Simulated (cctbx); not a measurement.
# Symmetry from intensities

Cell: a = 5.5910 Å, b = 5.5910 Å, c = 11.0540 Å, α = 90.00°, β = 90.00°, γ = 90.00°. Expected content of the cell: Ba6 Zn2.

The data are simulated with cctbx, not measured: synchrotron X-rays, λ = 0.6889 Å, to d = 0.65 Å, 70 % of the full sphere, strongest reflection 40000 counts, noise from counting, a 1.5 % proportional error and a noise floor of 15 counts (s.d.); no absorption, some extinction.

Tests on the unmerged data give:

```text
3654 reflections to d = 0.650 A
centring   violations  <I/sigma> of those
    A        892 of  1804      9.9
    B        900 of  1822      9.9
    C        934 of  1844      5.3
    I          0 of  1820     -0.0
    R       1220 of  2446     10.0
    F       1363 of  2735      8.3
Laue class    unique    Rint  (classes that these axes allow; Friedel mates merged)
I 1 2/m 1         706   0.014
I 1 1 2/m         678   0.015
I 2/m 1 1         708   0.015
I m m m           406   0.017
I 4/m             348   0.017
I 4/m m m         227   0.018
space group    extra absences  I>4sigma  <I/sigma>
I 4 2 2                 0          0         -  acentric
I 4 m m                 0          0         -  acentric
I -4 m 2                0          0         -  acentric
I -4 2 m                0          0         -  acentric
I 4/m m m               0          0         -  centric
Wilson B = 1.21 A^2   <|E^2-1|> = 1.082 (0.968 centric, 0.736 acentric)   E^2>4: 5.3 %
shell (A)         n   <I/sigma>
 5.53 - 1.30     37     60.8
 1.30 - 1.03     29     73.7
 1.03 - 0.90     30     60.9
 0.90 - 0.82     25     51.0
 0.82 - 0.76     27     51.5
 0.76 - 0.72     26     59.6
 0.72 - 0.68     25     28.7
 0.68 - 0.65     28     49.8
```

Q: Read the symmetry from these tables.

The reflections that I centring forbids are absent (⟨I/σ⟩ near 0), so the lattice is I.

Rint stays low (0.014 to 0.018) up to I 4/m m m, the highest class in these axes.

5 settings pass the absence test. No glide or screw absences show, which leaves I 4 2 2, I 4 m m, I -4 m 2, I -4 2 m and I 4/m m m.

⟨|E²−1|⟩ = 1.082 leans to a centrosymmetric structure. The Wilson B of 1.21 Å² means U ≈ 0.0153 Å².

The true group is I4/mmm (no. 139), Laue class 4/mmm, centrosymmetric. The tables only narrow the choice to the tied entries; cell content, site symmetry and trial solutions must settle it.

This is a model crystal, built by substitution and not relaxed, with assumed displacement parameters.

[Logs are printed without paths, hosts, clocks, repeated set-up lines and the standing remarks that a program may print on its own settings, such as how far it seeks lower states.]
